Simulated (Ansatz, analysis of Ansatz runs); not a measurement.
# Migration barrier of interstitial O in bcc Nb, hop from an octahedral to the next octahedral site (PBE)

Subject: interstitial O in bcc Nb, hop from an octahedral to the next octahedral site. Wanted: its migration barrier, in one set-up (PBE, 32-site cell, measured lattice, 420 eV, k: 4x4x4 Gamma-centred). The model is a cell of 32 host atoms with 1 O put in. The barrier is the energy of the highest image of a climbing band over the relaxed site that the atom leaves. The measured lattice removes the functional's error in the volume.

Measured beforehand: Migration barrier: 1.11 eV (quoted in “Ab-initio study of the transition pathways for single and double interstitial solute (H, N, O, H-H, N-N, and O-O) within bcc refractory metals (Mo and Nb)”, 2024, H. E. Quarshie et al., quoting earlier work (2007)). The calculation is set beside it at the end.

Method: plane-wave PAW DFT, PBE; relaxation of all atoms of a defect supercell, in Ansatz 0.2.0.

### 1. Set-up

The cell holds 33 atoms: 32 Nb and 1 O. Its edges and angles: a = 9.352 Å, b = 9.352 Å, c = 9.352 Å, α = 60.0°, β = 60.0°, γ = 60.0°. It derives from Nb (space group Im-3m). Nearest the centre at fractional (0.375, 0.375, 0.625): O33 at 0.00 Å, Nb7 at 1.65 Å, Nb29 at 1.65 Å, Nb14 at 2.34 Å, Nb22 at 2.34 Å, Nb8 at 2.34 Å, Nb4 at 2.34 Å, Nb17 at 3.70 Å.

The host's primitive cell comes from a first run (plane-wave PAW DFT, PBE; relaxation of the host's atoms at the measured cell): vectors of 2.863, 2.863 and 2.863 Å. That is 18.07 Å³ an atom. The supercell is built on it.

### 2. Relaxation, charge 0

A barrier counts from a true minimum, so both ends of the jump are relaxed first.

Input file start/input.yaml:

```yaml
relax:
  f_tol: 0.02
  max_steps: 80
  escape_saddle: false
crystal:
  lattice:
    - [0.0, 6.6126, 6.6126]
    - [6.6126, 0.0, 6.6126]
    - [6.6126, 6.6126, 0.0]
  atoms:
    - { symbol: Nb, position: [0.0, 0.0, 0.0] }
    - { symbol: Nb, position: [0.125, 0.125, 0.125] }
    - { symbol: Nb, position: [0.25, 0.25, 0.25] }
    - { symbol: Nb, position: [0.375, 0.375, 0.375] }
    - { symbol: Nb, position: [0.0, 0.0, 0.5] }
    - { symbol: Nb, position: [0.125, 0.125, 0.625] }
    - { symbol: Nb, position: [0.25, 0.25, 0.75] }
    - { symbol: Nb, position: [0.375, 0.375, 0.875] }
    - { symbol: Nb, position: [0.0, 0.5, 0.0] }
    - { symbol: Nb, position: [0.125, 0.625, 0.125] }
    - { symbol: Nb, position: [0.25, 0.75, 0.25] }
    - { symbol: Nb, position: [0.375, 0.875, 0.375] }
    - { symbol: Nb, position: [0.0, 0.5, 0.5] }
    - { symbol: Nb, position: [0.125, 0.625, 0.625] }
    - { symbol: Nb, position: [0.25, 0.75, 0.75] }
    - { symbol: Nb, position: [0.375, 0.875, 0.875] }
    - { symbol: Nb, position: [0.5, 0.0, 0.0] }
    - { symbol: Nb, position: [0.625, 0.125, 0.125] }
    - { symbol: Nb, position: [0.75, 0.25, 0.25] }
    - { symbol: Nb, position: [0.875, 0.375, 0.375] }
    - { symbol: Nb, position: [0.5, 0.0, 0.5] }
    - { symbol: Nb, position: [0.625, 0.125, 0.625] }
    - { symbol: Nb, position: [0.75, 0.25, 0.75] }
    - { symbol: Nb, position: [0.875, 0.375, 0.875] }
    - { symbol: Nb, position: [0.5, 0.5, 0.0] }
    - { symbol: Nb, position: [0.625, 0.625, 0.125] }
    - { symbol: Nb, position: [0.75, 0.75, 0.25] }
    - { symbol: Nb, position: [0.875, 0.875, 0.375] }
    - { symbol: Nb, position: [0.5, 0.5, 0.5] }
    - { symbol: Nb, position: [0.625, 0.625, 0.625] }
    - { symbol: Nb, position: [0.75, 0.75, 0.75] }
    - { symbol: Nb, position: [0.875, 0.875, 0.875] }
    - { symbol: O, position: [0.375, 0.375, 0.625] }
basis:
  ecutwfc: 420
  xc_grid: 2
hamiltonian:
  xc: pbe
kpoints:
  mp_grid: { grid: [4, 4, 4] }
scf:
  occupations: { method: methfessel_paxton, width: 0.1 }
  max_iter: 120
output:
  forces: true
checkpoint:
  write: "../start.run"
  compress: false
  write_wavefunctions: true
  write_every: 100000
```

Started as:

```
ansatz run input.yaml --threads 4 --pin off --max-ram 14131MiB --backend cpu --events-out ev --progress --plain --runs-dir out
```

Numbers of over 12 decimals in the logs are rounded to 6 here.

What it wrote:

```text
[... repeated set-up lines and file paths are left out, and long positions are rounded to six places ...]
Engine: ansatz 0.2.0, aarch64-unknown-linux-gnu
Pseudopotentials: kind: paw
Pseudopotential: Nb, paw, valence charge 13, recommended cutoff 420 eV (normal), Nb.paw.azcp
Pseudopotential: O, paw, valence charge 6, recommended cutoff 420 eV (normal), O.paw.azcp
Functional definition: PBE
  parameter kappa = 0.804
  parameter beta = 0.066725
  exchange = pbe_x(kappa = kappa, mu = beta*pi^2/3)
  correlation = pbe_c(beta = beta)
Crystal: 33 atoms, lattice volume = 578.291 Å³
Basis set: ecut = 420 eV, 11311 PW (Γ), exchange–correlation on 128×128×128 points (8 copies of the dense FFT grid, shifted against one another)
Bands: 254, of which v1, the nominal top of the filled ones, is band 211 counted from 1 (210 counted from 0)
Symmetry: 16 space group operations
Space group: I4/mmm (ITA 139), of the structure as read, at distance tolerance 8.3e-5 Å
k-points: 13 of 64
Non-local potential: Nb, projectors of the file, l = 0: 3, l = 1: 2, l = 2: 2, l = 3: 1
Non-local potential: O, projectors of the file, l = 0: 2, l = 1: 2, l = 2: 1
PAW form: soft (Blöchl's): semilocal exchange-correlation on the pseudo side does not see the compensation charge
PAW one-centre angular grid: Nb, 590 points (default); XC on 64 Gauss nodes
PAW one-centre angular grid: O, 110 points (default); XC on 64 Gauss nodes
Initial density: superposition of atomic densities (neutral atoms: chi_scale 0, normalization atom), corrected by the library's trained network
Initial wavefunctions: pseudopotential atomic-orbital guess
Functional: x = pbe(κ = 0.804, μ = 0.219515), c = pbe(β = 0.066725)
SCF iter   1: F=—  HF=-146237.088207 eV  |F-HF|=—  |Δ(HF+E_count)|=         —  Δρ=8.30e-3  dr2=7.32e-1  ethr=1.77e-3  ⟨swp⟩=6.7  Hψ=13810  notcnv=0
preconditioner: auto → Kerker (q_TF=auto, 2.589 Å⁻¹)  [metal: Δε(μ)=0.018 eV  Ē_g=3.785 eV  σ=0.100 eV  W_gap=0.15  n_scr=168 (ndim 8)  ℏωp=19.8 eV  f_vac=0.000  D(μ)=44.69/eV (n_scr^D=530)]
SCF iter   2: F=—  HF=-146236.988514 eV  |F-HF|=—  |Δ(HF+E_count)|=   9.97e-2  S|Δr|=    0.00e0  Δρ=3.28e-3  dr2=1.36e-1  ethr=1.73e-4  ⟨swp⟩=2.0  Hψ=4709  notcnv=0  defer=27
SCF iter   3: F=—  HF=-146236.969780 eV  |F-HF|=—  |Δ(HF+E_count)|=   1.87e-2  S|Δr|=    0.00e0  Δρ=9.94e-4  dr2=8.01e-3  ethr=3.23e-5  ⟨swp⟩=2.0  Hψ=4009  notcnv=0  defer=27
SCF iter   4: F=—  HF=-146236.969620 eV  |F-HF|=—  |Δ(HF+E_count)|=   1.60e-4  S|Δr|=    0.00e0  Δρ=2.42e-4  dr2=3.77e-4  ethr=1.90e-6  ⟨swp⟩=2.0  Hψ=4875  notcnv=0  defer=30
SCF iter   5: F=-146236.969559 eV  HF=-146236.969561 eV  |F-HF|=1.68e-6  |Δ(HF+E_count)|=   5.91e-5  S|Δr|=    0.00e0  Δρ=3.89e-5  dr2=7.25e-6  ethr=2.37e-9  ⟨swp⟩=3.0  Hψ=12212  notcnv=0
SCF 1 converged in 5 iterations: F = -146236.969559 eV  dr2 = 7.25e-6
  greatest PAW one-centre occupation: 0.998 electrons in one spin orbital (limit 2), on the Nb atom at site 28 (counted from 0), in its partial waves of l = 0
relax step   1: F+E_penalty+E_count = -146236.96955899 eV  Δ(F+E_penalty+E_count) = +0.000e0 eV  max|allowed force component| = 1.594e1 eV/Å  Δτ_max = 0.0000 Å  (5 SCF iters, dr2 threshold 1.00e-5 eV, accepted)
[... the SCF cycles and remarks between the steps are left out from here to the last step ...]
relax step   2: F+E_penalty+E_count = -146240.71271328 eV  Δ(F+E_penalty+E_count) = -3.743e0 eV  max|allowed force component| = 4.157e0 eV/Å  Δτ_max = 0.1954 Å  (6 SCF iters, dr2 threshold 1.00e-4 eV, accepted)
relax step   3: F+E_penalty+E_count = -146241.52353776 eV  Δ(F+E_penalty+E_count) = -8.108e-1 eV  max|allowed force component| = 9.946e-1 eV/Å  Δτ_max = 0.1326 Å  (5 SCF iters, dr2 threshold 1.00e-4 eV, accepted)
relax step   4: F+E_penalty+E_count = -146241.71451060 eV  Δ(F+E_penalty+E_count) = -1.910e-1 eV  max|allowed force component| = 7.696e-2 eV/Å  Δτ_max = 0.0805 Å  (5 SCF iters, dr2 threshold 6.18e-5 eV, accepted)
relax step   5: F+E_penalty+E_count = -146241.71839533 eV  Δ(F+E_penalty+E_count) = -3.885e-3 eV  max|allowed force component| = 5.183e-2 eV/Å  Δτ_max = 0.0098 Å  (6 SCF iters, accepted)
SCF iter   1: F=—  HF=-146241.717951 eV  |F-HF|=—  |Δ(HF+E_count)|=         —  Δρ=3.32e-4  dr2=1.24e-3  ethr=6.98e-6  ⟨swp⟩=4.0  Hψ=6455  notcnv=0  defer=350
SCF iter   2: F=—  HF=-146241.717869 eV  |F-HF|=—  |Δ(HF+E_count)|=   8.24e-5  S|Δr|=    0.00e0  Δρ=1.83e-4  dr2=3.61e-4  ethr=2.94e-7  ⟨swp⟩=1.2  Hψ=3812  notcnv=0  defer=350
SCF iter   3: F=—  HF=-146241.717808 eV  |F-HF|=—  |Δ(HF+E_count)|=   6.04e-5  S|Δr|=    0.00e0  Δρ=2.72e-5  dr2=5.23e-6  ethr=8.55e-8  ⟨swp⟩=2.0  Hψ=3915  notcnv=0  defer=350
SCF iter   4: F=—  HF=-146241.719114 eV  |F-HF|=—  |Δ(HF+E_count)|=   1.31e-3  S|Δr|=    0.00e0  Δρ=8.61e-6  dr2=7.04e-7  ethr=1.24e-9  ⟨swp⟩=2.6  Hψ=4136  notcnv=0  defer=350
SCF iter   5: F=-146241.719114 eV  HF=-146241.719114 eV  |F-HF|=2.64e-8  |Δ(HF+E_count)|=   7.40e-8  S|Δr|=    0.00e0  Δρ=2.04e-6  dr2=3.86e-8  ethr=2.37e-11  ⟨swp⟩=5.2  Hψ=10646  notcnv=0
SCF 6 converged in 5 iterations: F = -146241.719114 eV  dr2 = 3.86e-8
relax step   6: F+E_penalty+E_count = -146241.71911396 eV  Δ(F+E_penalty+E_count) = -7.186e-4 eV  max|allowed force component| = 1.194e-2 eV/Å  Δτ_max = 0.0035 Å  (5 SCF iters, accepted)
NSCF: frozen V_eff on 13 k-points
the band table was solved once a step of the walk had ended and its energy, with any forces and stress, was formed, with the checks that follow a solve (12630 applications of the Hamiltonian). They found nothing against the state; [...]
SCF converged after 5 iterations
Stability not checked: this state was not tested for a lower state beside it, because cold or Methfessel-Paxton smearing, or corrected tetrahedra, fill the levels in a way that the test cannot read (fill_not_monotonic; see scf.lower_state_search)
Free energy (F): -146241.719114 eV
Harris-Foulkes:  -146241.719114 eV  (|F-HF|=2.64e-8)
Internal energy: -146241.733513 eV  (E = F + TS)
E sigma→0 (E₀):  -146241.722714 eV
Entropy (-TS):   0.014399 eV (0.436 meV/atom)
Fermi energy:    17.940130 eV
--- Per-component energies (eV) ---
  E_band       = -2093.227921
  E_kinetic    = 12833.674104
  E_local      = -22444.109961  (includes V_loc(G=0)·N_el)
  E_nonlocal   = 3884.948827
  E_hartree    = 7019.060653
  E_xc         = -5701.909079
  E_vxc        = -6923.339087  (∫ρ·V_xc dr)
  E_paw        = -98508.396718  (= ΣΔE_a)
  E_vpaw       = -3482.528066  (= ΣTr[D̂ρ^β])
  E_aug_tail   = 0.002647  (compensation charges beyond the density's cutoff)
  E_ewald      = -43325.003985
  E_smearing   = 0.014399  (= −TS)
  E_closure    = -0.000000  (closes the sum)
  Σ components = -146241.719114   (vs F -146241.719114, Δ=0.00e0)
--- Forces (eV/Å), atoms counted from 1 ---
  atom   1  Nb     0.00000000     0.00000000    -0.00275986
  atom   2  Nb    -0.00156492    -0.00156492     0.00081252
  atom   3  Nb    -0.00000000    -0.00000000    -0.00175977
  atom   4  Nb    -0.00725391    -0.00725391     0.00000000
  atom   5  Nb     0.00000000     0.00000000     0.00175977
  atom   6  Nb     0.00156492     0.00156492     0.00081252
  atom   7  Nb     0.00000000     0.00000000    -0.01193774
  atom   8  Nb     0.00725391     0.00725391     0.00000000
  atom   9  Nb    -0.00137690     0.00000000     0.00140339
  atom  10  Nb    -0.00172406     0.00172406     0.00000000
  atom  11  Nb     0.00000000     0.00137690    -0.00140339
  atom  12  Nb    -0.00156492     0.00156492    -0.00081252
  atom  13  Nb     0.00000000     0.00137690     0.00140339
  atom  14  Nb     0.00725391    -0.00725391    -0.00000000
  atom  15  Nb    -0.00137690     0.00000000    -0.00140339
  atom  16  Nb     0.00156492    -0.00156492     0.00081252
  atom  17  Nb     0.00000000    -0.00137690     0.00140339
  atom  18  Nb     0.00172406    -0.00172406     0.00000000
  atom  19  Nb     0.00137690     0.00000000    -0.00140339
  atom  20  Nb     0.00156492    -0.00156492    -0.00081252
  atom  21  Nb     0.00137690     0.00000000     0.00140339
  atom  22  Nb    -0.00725391     0.00725391    -0.00000000
  atom  23  Nb     0.00000000    -0.00137690    -0.00140339
  atom  24  Nb    -0.00156492     0.00156492     0.00081252
  atom  25  Nb    -0.00000000    -0.00000000     0.00175977
  atom  26  Nb     0.00156492     0.00156492    -0.00081252
  atom  27  Nb     0.00000000     0.00000000     0.00275986
  atom  28  Nb     0.00172406     0.00172406     0.00000000
  atom  29  Nb     0.00000000     0.00000000     0.01193774
  atom  30  Nb    -0.00156492    -0.00156492    -0.00081252
  atom  31  Nb     0.00000000    -0.00000000    -0.00175977
  atom  32  Nb    -0.00172406    -0.00172406     0.00000000
  atom  33  O      0.00000000    -0.00000000    -0.00000000
  max |Σ_I F_I| component: 7.37e-18 eV/Å
--- Band table (eV; the first three rows and the last of 13) ---
  k-point 0: bands = ["-36.6265", "-36.5752", "-36.5752", "-36.5548", [... 246 left out ...] "21.1561", "21.1561", "21.1583", "21.1583"]
  k-point 1: bands = ["-36.6230", "-36.5781", "-36.5753", "-36.5537", [... 246 left out ...] "21.0219", "21.0542", "21.0942", "21.1001"]
  [... further k-points left out ...]
--- Relaxed structure (6 steps of the walk, 6 accepted, 0 SCFs on fresh bases) ---
  F+E_penalty+E_count = -146241.71911396 eV   max|allowed force component| = 1.194e-2 eV/Å
  atoms:
    - { symbol: Nb, position: [-0.010402, -0.010402, 0.010402] }
    - { symbol: Nb, position: [0.118792, 0.118792, 0.135309] }
    - { symbol: Nb, position: [0.250346, 0.250346, 0.249654] }
    - { symbol: Nb, position: [0.375000, 0.375000, 0.384305] }
    - { symbol: Nb, position: [-0.000346, -0.000346, 0.500346] }
    - { symbol: Nb, position: [0.118792, 0.118792, 0.627107] }
    - { symbol: Nb, position: [0.219263, 0.219263, 0.780737] }
    - { symbol: Nb, position: [0.375000, 0.375000, 0.865695] }
    - { symbol: Nb, position: [0.001433, 0.498634, -0.001433] }
    - { symbol: Nb, position: [0.133049, 0.616951, 0.125000] }
    - { symbol: Nb, position: [0.251366, 0.748567, 0.251433] }
    - { symbol: Nb, position: [0.377107, 0.885309, 0.368792] }
    - { symbol: Nb, position: [0.001433, 0.498634, 0.501366] }
    - { symbol: Nb, position: [0.134305, 0.615695, 0.625] }
    - { symbol: Nb, position: [0.251366, 0.748567, 0.748634] }
    - { symbol: Nb, position: [0.372893, 0.864691, 0.881208] }
    - { symbol: Nb, position: [0.498634, 0.001433, -0.001433] }
    - { symbol: Nb, position: [0.616951, 0.133049, 0.125000] }
    - { symbol: Nb, position: [0.748567, 0.251366, 0.251433] }
    - { symbol: Nb, position: [0.885309, 0.377107, 0.368792] }
    - { symbol: Nb, position: [0.498634, 0.001433, 0.501366] }
    - { symbol: Nb, position: [0.615695, 0.134305, 0.625] }
    - { symbol: Nb, position: [0.748567, 0.251366, 0.748634] }
    - { symbol: Nb, position: [0.864691, 0.372893, 0.881208] }
    - { symbol: Nb, position: [0.499654, 0.499654, 0.000346] }
    - { symbol: Nb, position: [0.631208, 0.631208, 0.114691] }
    - { symbol: Nb, position: [0.760402, 0.760402, 0.239598] }
    - { symbol: Nb, position: [0.875000, 0.875000, 0.383049] }
    - { symbol: Nb, position: [0.530737, 0.530737, 0.469263] }
    - { symbol: Nb, position: [0.631208, 0.631208, 0.622893] }
    - { symbol: Nb, position: [0.750346, 0.750346, 0.749654] }
    - { symbol: Nb, position: [0.875000, 0.875000, 0.866951] }
    - { symbol: O, position: [0.375000, 0.375000, 0.625000] }
```

Run time: 3.7 min. Hardware: 4 threads of Arm Neoverse V1, shared host; peak memory 3.8 GiB.

The steps of the relaxation:

```
step  energy less that of the first step (eV)  largest force component (eV/Å)
   1                                   0.0000                         15.9377
   2                                  -3.7432                          4.1575
   3                                  -4.5540                          0.9946
   4                                  -4.7450                          0.0770
   5                                  -4.7488                          0.0518
   6                                  -4.7496                          0.0119
```

The run keeps the 16 symmetry operations that it works with, so distortions that break them were not tested.

The atoms that moved most (Å):

```csv
atom,dx,dy,dz,length
Nb29,0.000,0.000,0.407,0.407
Nb7,0.000,0.000,-0.407,0.407
Nb1,0.000,0.000,-0.138,0.138
Nb27,0.000,0.000,0.138,0.138
Nb26,-0.027,-0.027,0.082,0.091
Nb24,0.027,-0.027,-0.082,0.091
Nb16,-0.027,0.027,-0.082,0.091
Nb6,-0.027,-0.027,-0.082,0.091
```

Neighbours of O33 at the end:

```csv
atom,distance (Å)
Nb7,2.060
Nb29,2.060
Nb4,2.251
Nb22,2.251
Nb14,2.251
Nb8,2.251
Nb11,3.680
Nb19,3.680
Nb21,3.680
Nb13,3.680
Nb15,3.680
Nb23,3.680
Nb17,3.680
Nb9,3.680
```

Read from the output:

| Quantity | Value |
| --- | --- |
| free energy | -146241.7191 eV |
| smearing term TS | -0.01440 eV |

The series, run alike:

```
                 run    outcome  energy less the first (eV)  moment (μB)     time
relaxation, charge 0  converged                      0.0000         0.00  3.7 min
relaxation, charge 0  converged                      0.0000         0.00  3.7 min
```

The relaxation ends 144 meV an atom lower, with a largest force component of 0.012 eV/Å.

(Continued in part 2 of 2.)

[Logs are printed without paths, hosts, clocks, repeated set-up lines and the standing remarks that a program may print on its own settings, such as how far it seeks lower states.]

[Hosts, paths, dates, database ids (printed as entryN), source tags and the programs' standing remarks are cut or masked in the printed files.]

[For some hosts the program warned that the k-mesh of the response run may be too coarse for force constants and the static dielectric constant; such warnings are not shown here.]
